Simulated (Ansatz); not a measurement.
# From r2SCAN to G0W0: VBiO4 (Dreyerite), part 3 of 3

Wanted: the gap of VBiO4 (Dreyerite) with a many-body correction, and the time that it takes.

Ansatz 0.2.0; r2SCAN, then G0W0 on it, plane waves, PAW. Known limits of the many-body steps: finite bands, screening cutoff and k mesh; no spin-orbit coupling in G0W0; no spin polarisation.

So far. Step 2 (Bands along the symmetry lines): Over mesh and path the gap is 2.949 eV, from k = (0.333, 0.333, -0.333) to k = (0.317, 0.317, -0.317). The least direct gap found is 2.952 eV, at k = (0.333, 0.333, -0.333). On the 6×6×6 mesh alone the same run gives 2.952 eV, so that mesh misses an edge of r2SCAN: 2.952 − 2.949 = +0.003 eV. Step 3 (G0W0 on the 4×4×4 mesh): Over 12 of 13 irreducible mesh points the G0W0 gap is 4.444 eV, direct, at k = (0.000, -0.500, 0.000).

In doubt: masses and optical values from hybrid runs of this build are listed as unsure (in some of the runs), which bears on the screening that GW takes from such a start.

## Step 4: Spin-orbit coupling

This run has two-component orbitals with spin-orbit coupling.

This step: DFT, r2SCAN with spin-orbit coupling, plane waves, PAW; PAW set soft_1.

Contents of input.yaml:

```yaml
crystal:
  lattice:
    - [-3.6515, 3.6515, 3.292]
    - [3.6515, -3.6515, 3.292]
    - [3.6515, 3.6515, -3.292]
  atoms:
    - { symbol: V, position: [0.5, 0.5, 0.0] }
    - { symbol: V, position: [0.25, 0.75, 0.5] }
    - { symbol: Bi, position: [0.75, 0.25, 0.5] }
    - { symbol: Bi, position: [0.0, 0.0, 0.0] }
    - { symbol: O, position: [0.152062534, 0.3328889632, 0.8191735708] }
    - { symbol: O, position: [0.0828889632, 0.7637153925, 0.6808264292] }
    - { symbol: O, position: [0.5137153925, 0.3328889632, 0.1808264292] }
    - { symbol: O, position: [0.0828889632, 0.402062534, 0.3191735708] }
    - { symbol: O, position: [0.597937466, 0.9171110368, 0.6808264292] }
    - { symbol: O, position: [0.6671110368, 0.847937466, 0.1808264292] }
    - { symbol: O, position: [0.2362846075, 0.9171110368, 0.3191735708] }
    - { symbol: O, position: [0.6671110368, 0.4862846075, 0.8191735708] }
kpoints:
  mp_grid: { grid: [6, 6, 6] }
  band_path:
    path:
      - [0.0, 0.0, 0.0]
      - [0.0, 0.0, 0.5]
      - [-0.5, 0.5, 0.5]
      - [0.45319689, 0.45319689, -0.45319689]
      - [-0.45319689, 0.54680311, 0.45319689]
      - [0.25, 0.25, 0.25]
      - [0.0, 0.5, 0.0]
      - [0.3333333333, 0.3333333333, -0.3333333333]
      - [0.317237823, 0.317237823, -0.317237823]
    npoints: 1
hamiltonian:
  xc: r2scan
  pseudopotentials: { kind: paw_fr, azcp: { folder: soft_1 } }
scf:
  occupations: { method: fixed }
  n_extra_bands: 16
magnetization:
  noncollinear: true
  spin_orbit: true
output:
  eigenvalues: true
```

On the command line:

```bash
$ ansatz run input.yaml --threads 3 --pin off --max-ram 92160MiB --backend cuda --events-out ev --progress --plain --runs-dir out --devices 1 --max-vram 13GiB
```

Numbers of over 12 decimals in the logs are rounded to 6 here.

Log:

```text
[...]
GPUs: using 1 of 1 available (devices: 1).
[...]
non-collinear run that drives no moment, with spin-orbit: no starting moment large enough to seed its density (crystal.atoms[].spin), no starting occupations that ask for one, no magnetisation constraint and no magnetic field, so the semilocal B_xc is pinned to zero
[...]
GPU FFT provider: cuFFT
GPU libraries: cuBLAS 13.8.2, cuFFT 12.4.0, cuSOLVER 12.3.4
Crystal: 12 atoms, lattice volume = 175.575 Å³
Basis set: ecut = 500 eV, 4449 PW (Γ), exchange–correlation on 180×180×180 points (64 copies of the dense FFT grid, shifted against one another)
Bands: 120, of which v1, the nominal top of the filled ones, is band 104 counted from 1 (103 counted from 0)
Symmetry: 16 space group operations + 16 with time reversal
[...]
k-points: 30 of 216
Projection manifold: j_resolved (fully-relativistic pseudo-atomic orbitals)
[...]
GPU buffer pool allocated for 91125 grid points (all kernels)
[...]
SCF iter   1: F=—  HF=-35144.628751 eV  |F-HF|=—  |Δ(HF+E_count)|=         —  Δρ=6.62e-2  dr2=1.33e1  dr2_τ=2.32e-1  dr2_m=0.00e0 (ungated)  ethr=3.10e-3  |M|=0.00e0 ∫|m|=0.00e0 μB  |m|>n=0.0e0 m-floor=0.0e0 τ_xc=0.0e0  β_m=0.30  ⟨swp⟩=4.7  Hψ=6980  notcnv=0  defer=284
[...]
spin=Noncollinear: Resta preconditioning applied to the charge; magnetization (m_x, m_y, m_z) channels mix plain (no charge-response kernel on spin).
SCF iter   2: F=—  HF=-35143.136674 eV  |F-HF|=—  |Δ(HF+E_count)|=    1.49e0  Δρ=4.54e-2  dr2=4.15e0  dr2_τ=2.88e-2  dr2_m=0.00e0 (ungated)  ethr=3.10e-3  |M|=0.00e0 ∫|m|=0.00e0 μB  |m|>n=0.0e0 m-floor=0.0e0 τ_xc=0.0e0  β_m=0.42  ⟨swp⟩=2.7  Hψ=2959  notcnv=0  defer=258
[...]
SCF iter  10: F=-35142.958305 eV  HF=-35142.958305 eV  |F-HF|=2.90e-8  |Δ(HF+E_count)|=   1.26e-8  Δρ=4.19e-6  dr2=4.03e-8  dr2_τ=4.02e-10  dr2_m=0.00e0 (ungated)  ethr=9.62e-11  |M|=0.00e0 ∫|m|=0.00e0 μB  |m|>n=0.0e0 m-floor=0.0e0 τ_xc=0.0e0  ⟨swp⟩=9.9  Hψ=6379  notcnv=0
SCF 1 converged in 10 iterations: F = -35142.958305 eV  dr2 = 4.03e-8
[...]
SCF converged after 10 iterations
Magnetization: |M| = 0.0000 μB,  M = (+0.0000, +0.0000, +0.0000) μB
Absolute magnetization: 0.0000 μB (∫|m|)
  site 0: m = (+0.0000, +0.0000, +0.0000) μB, |m| = 0.0000 μB  (R = 0.71 Å)
  site 1: m = (+0.0000, +0.0000, +0.0000) μB, |m| = 0.0000 μB  (R = 0.71 Å)
  site 2: m = (+0.0000, +0.0000, +0.0000) μB, |m| = 0.0000 μB  (R = 0.99 Å)
  site 3: m = (+0.0000, +0.0000, +0.0000) μB, |m| = 0.0000 μB  (R = 0.99 Å)
  site 4: m = (+0.0000, +0.0000, +0.0000) μB, |m| = 0.0000 μB  (R = 0.71 Å)
  site 5: m = (+0.0000, +0.0000, +0.0000) μB, |m| = 0.0000 μB  (R = 0.71 Å)
  site 6: m = (+0.0000, +0.0000, +0.0000) μB, |m| = 0.0000 μB  (R = 0.71 Å)
  site 7: m = (+0.0000, +0.0000, +0.0000) μB, |m| = 0.0000 μB  (R = 0.71 Å)
  site 8: m = (+0.0000, +0.0000, +0.0000) μB, |m| = 0.0000 μB  (R = 0.71 Å)
  site 9: m = (+0.0000, +0.0000, +0.0000) μB, |m| = 0.0000 μB  (R = 0.71 Å)
  site 10: m = (+0.0000, +0.0000, +0.0000) μB, |m| = 0.0000 μB  (R = 0.71 Å)
  site 11: m = (+0.0000, +0.0000, +0.0000) μB, |m| = 0.0000 μB  (R = 0.71 Å)
Free energy (F): -35142.958305 eV
[...]
Internal energy: -35142.958305 eV  (E = F + TS)
E sigma→0 (E₀):  -35142.958305 eV
Fermi energy:    6.063812 eV
[...]
--- Band table (eV; the first three rows and the last of 30) ---
  k-point 0: bands = [... 100 lower, 5.3876, 5.3876, 5.6071, 5.6071, 9.4304, 9.4304, 9.7181, 9.7181, ... 12 higher]
  k-point 1: bands = [... 100 lower, 5.4920, 5.4920, 5.5568, 5.5568, 9.3946, 9.3946, 9.7424, 9.7424, ... 12 higher]
  k-point 2: bands = [... 100 lower, 5.4085, 5.4085, 5.5805, 5.5805, 9.3885, 9.3885, 9.5917, 9.5917, ... 12 higher]
  k-point 29: bands = [... 100 lower, 5.3868, 5.3868, 5.3868, 5.3868, 9.2848, 9.2848, 9.2848, 9.2848, ... 12 higher]
```

Elapsed: 20 s, on 1 × NVIDIA H100 80GB HBM3 (shared by 6 runs) with 3 threads of AMD EPYC 7R13 (Zen 3), shared host; peak memory 1.4 GiB; 16 s of CPU time.

This step gave:

```
gap                  : 2.717 eV
valence top at       : k = (0.333, 0.333, -0.333)
conduction bottom at : k = (0.333, 0.333, -0.333)
least direct gap     : 2.717 eV
```

Over mesh and listed points the gap is 2.717 eV, direct, at k = (0.333, 0.333, -0.333). r2SCAN+SOC against r2SCAN: 2.717 − 2.949 = −0.232 eV. Mesh, set of files and cutoff are the same, but the conduction bottom lies at another k point, so this need not be the shift of one pair of states. The spin-orbit run sees mesh and listed points alone, so its gap is an upper bound: the coupling can move an edge off these points, and the change over the zone, its sign included where it is small, is not known.

## Step 5: The runs together

Each gap is the least one over the points named; times are wall times on shared hosts, not benchmarks. A G0W0 time includes the run's own self-consistent start. Runs with listed points see these and the mesh alone, so an edge that moves elsewhere is missed. Rows marked * are further runs, not shown as steps, whose inputs differ from the G0W0 step on the same start in the columns given; solver thresholds can differ too.

| level | mesh | files, cutoff | bands summed, screening | points | gap (eV) | valence top | conduction bottom | least direct gap (eV) | time |
| --- | --- | --- | --- | --- | --- | --- | --- | --- | --- |
| r2SCAN | 6×6×6 | soft_1 PAW, 500 eV | - | mesh and path | 2.949 | (0.333, 0.333, -0.333) | (0.317, 0.317, -0.317) | 2.952 | 20 s |
| r2SCAN+SOC | 6×6×6 | soft_1 PAW, 500 eV | - | mesh and listed points | 2.717 | (0.333, 0.333, -0.333) | (0.333, 0.333, -0.333) | 2.717 | 20 s |
| G0W0@r2SCAN* | 4×4×4 | soft_1 PAW, 500 eV | 210, 54 eV | 12 of 13 irreducible mesh points | 4.540 | (0.250, -0.500, -0.500) | (0.000, -0.500, 0.000) | 4.563 | 36 s |
| G0W0@r2SCAN* | 4×4×4 | soft_1 PAW, 500 eV | 499, 108 eV | 12 of 13 irreducible mesh points | 4.383 | (0.250, -0.500, -0.500) | (0.000, -0.500, 0.000) | 4.386 | 46 s |
| G0W0@r2SCAN | 4×4×4 | soft_1 PAW, 500 eV | 1014, 180 eV | 12 of 13 irreducible mesh points | 4.444 | (0.000, -0.500, 0.000) | (0.000, -0.500, 0.000) | 4.444 | 1.7 min |
| G0W0@r2SCAN* | 2×2×2 | soft_1 PAW, 500 eV | 499, 108 eV | all 4 irreducible mesh points | 4.406 | (0.000, -0.500, 0.000) | (0.000, -0.500, 0.000) | 4.406 | 13 s |
| G0W0@r2SCAN* | 4×4×4 | soft_1 PAW, 500 eV | 1014, 180 eV, plasmon pole | 12 of 13 irreducible mesh points | 4.429 | (0.000, -0.500, 0.000) | (0.000, -0.500, 0.000) | 4.429 | 3.7 min |

## Step 6: Summary of results

| Quantity | Value |
| --- | --- |
| r2SCAN gap over mesh and path | 2.949 eV, from k = (0.333, 0.333, -0.333) to k = (0.317, 0.317, -0.317) |
| G0W0@r2SCAN gap over 12 of 13 irreducible mesh points | 4.444 eV, direct, at k = (0.000, -0.500, 0.000) |
| r2SCAN+SOC gap over mesh and listed points | 2.717 eV |
| GW settings | 4×4×4 mesh, 962 empty bands, screening to 180 eV, PAW set soft_1 files |
| known limits | finite bands, screening cutoff and k mesh; no spin-orbit coupling in G0W0; no spin polarisation |

Over 12 of 13 irreducible mesh points the G0W0 gap is 4.444 eV, direct, at k = (0.000, -0.500, 0.000). The r2SCAN gap of this run on the mesh is 3.169 eV. The two states that bound the G0W0 gap lie that far apart at the start, so the correction of the gap is 4.444 − 3.169 = +1.275 eV. The valence state moves by 5.661 − 5.925 = −0.264 eV and the conduction state by 10.105 − 9.094 = +1.011 eV, on the run's own scale; how far single levels stand from their limit in bands is not shown. Over mesh and path, r2SCAN puts the valence top at k = (0.333, 0.333, -0.333) and conduction bottom at k = (0.317, 0.317, -0.317), where no G0W0 correction was computed. The G0W0 gap over the whole zone is therefore not known from this run; at its settings it can only be equal to or under the 4.444 eV found, and no correction is carried over from another point. For the start itself the gap is 2.949 eV over mesh and path and 3.169 eV on the mesh of the G0W0 run, in runs that differ in mesh (6×6×6 and 4×4×4). From 210 bands and 54 eV to 1014 bands and 180 eV the gap moves by 4.444 − 4.540 = −0.096 eV (rung by rung 4.540, 4.383, 4.444 eV); bands and screening cutoff rise together, so their parts are not told apart. The states that bound the gap change along the series, so no limit is drawn and it is not known. With the 2×2×2 mesh in place of the 4×4×4 mesh and all else as in the G0W0@r2SCAN row with 499 bands, the gap differs by 4.406 − 4.383 = +0.023 eV, and that of the start by 3.167 − 3.169 = −0.002 eV; an edge lies at another k point, so this need not be the shift of one pair of states. With the plasmon pole model in place of the contour deformation model and all else as in the G0W0@r2SCAN row with 1014 bands, the gap differs by 4.429 − 4.444 = −0.015 eV. G0W0 on other starts in this series, not shown as steps and not all at these settings: 4.685 eV on HSE06 (4×4×4, soft_1 PAW, 1014 bands, 180 eV) and 4.933 eV on PBE0 (4×4×4, soft_1 PAW, 1014 bands, 180 eV). r2SCAN+SOC against r2SCAN: 2.717 − 2.949 = −0.232 eV. Mesh, set of files and cutoff are the same, but the conduction bottom lies at another k point, so this need not be the shift of one pair of states. The spin-orbit run sees mesh and listed points alone, so its gap is an upper bound: the coupling can move an edge off these points, and the change over the zone, its sign included where it is small, is not known. What spin-orbit coupling does to the G0W0 levels was not computed, so no sum with the G0W0 gap is formed. The G0W0 runs are scalar-relativistic. The runs have no spin polarisation, and the cell holds V; whether a magnetic state lies lower is not shown here. Where d states form a band edge, one-shot GW is known to depend on its start; the orbital character of the edges was not analysed here. G0W0@r2SCAN runs of this series with other atomic data on the same mesh, not shown as steps, give 4.369 eV (hard PAW, 1050 eV, 1487 bands, screening to 234 eV); where bands and cutoffs differ too, the part of the files is not isolated.

[Paths, hosts, dates, memory and timing lines, banners, echoed tables and standing remarks are left out of the program output.]

[Logs are printed without paths, hosts, clocks, repeated set-up lines and the standing remarks that a program may print on its own settings, such as how far it seeks lower states.]

[Runs of the session that timed out or met a known fault of the program may be left out.]

[Cells called generated may have been cut or substituted from an entry of the Crystallography Open Database or the Materials Project.]

[Hosts, paths, dates, database ids (printed as entryN), source tags and the programs' standing remarks are cut or masked in the printed files.]

[Where an RPA ε∞ is given, it is that of the G0W0 mesh and is not shown converged in it. Names of k-points follow the symmetry that the program found, which can be lower than the space group named. Band edges on a path are those of the sampled points; other points can move an edge, and change direct to indirect where valleys lie close.]

[Hybrid gaps are those of their k-mesh and are not shown converged in it.]
